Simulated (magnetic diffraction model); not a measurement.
## Moment size from magnetic intensity in Cs2MnCuCl6

Space group Fm-3m (no. 225), a = 10.0330 Å.

| site | atom | x | y | z |
| --- | --- | --- | --- | --- |
| 8c | Cs | 1/4 | 3/4 | 3/4 |
| 4b | Cu | 1/2 | 0 | 0 |
| 4a | Mn | 0 | 0 | 0 |
| 24e | Cl | 0 | 0 | 0.7602 |

The compound is invented for this exercise: a known structure type with other elements, its cell scaled to their sizes and not relaxed.

Only Cu and Mn are taken to order (form factors of Cu2+ and Mn2+); orders and moment sizes are assumed, and not adapted to the symmetry. Radiation: neutrons of λ = 1.594 Å, 5° to 75°; isotropic B of 0.29 Å² (Cs), 0.43 Å² (Cu), 0.32 Å² (Mn) and 0.42 Å² (Cl). Simulated constant-wavelength pattern: nuclear and magnetic terms add, the magnetic one as |2.695 fm × Σ f S⊥ exp(2πi Q·r) exp(−B s²)|², summed over all Q at one angle with the factor 1/(sin²θ cos θ). For collinear order S is the moment m, which repeats by lattice and centring translations R with the sign exp(−2πi k·R). Free-ion form factors, Sears's scattering lengths of 1992, no absorption; a label names one of the reflections at its angle. The strongest nuclear line in the range is 100, and lines under 0.2 are left out.

In a first state the assumed order is k = (0 0 0), collinear moments along [001], 0.89 μB on Cu and 4.39 μB on Mn; signs + at (1/2, 0, 0), + at (0, 0, 0), with this pattern:

```csv
2θ (°),index,nuclear,magnetic
15.82,(1 1 1),5.8,4.8
18.28,(2 0 0),8.4,6.0
25.97,(2 2 0),0.9,5.0
30.55,(3 1 1),12.8,2.5
31.95,(2 2 2),100.0,1.8
37.05,(4 0 0),71.2,0.9
40.52,(3 3 1),14.4,1.0
41.62,(4 2 0),6.2,2.3
45.80,(4 2 2),0.8,1.6
48.76,(5 1 1),5.9,0.6
53.41,(4 4 0),71.9,0.4
56.06,(5 3 1),3.2,0.5
56.93,(6 0 0),4.3,0.8
60.32,(6 2 0),0.2,0.5
62.79,(5 3 3),3.5,0.1
63.60,(6 2 2),83.6,0.4
```
(The table stops after 16 lines; 4 more lie at higher angle.)

**Question.** Nearer the ordering temperature the line at 18.28° has total intensity 11.4 on the same scale, and all moments have shrunk alike. How large is the Cu moment?

The nuclear part, 8.4, stays, so the magnetic part is 2.9 against 6.0. It goes as m², so m = 0.89 × √(2.9/6.0) = 0.62 μB; the value used was 0.62 μB.

[Logs are printed without paths, hosts, clocks, repeated set-up lines and the standing remarks that a program may print on its own settings, such as how far it seeks lower states.]
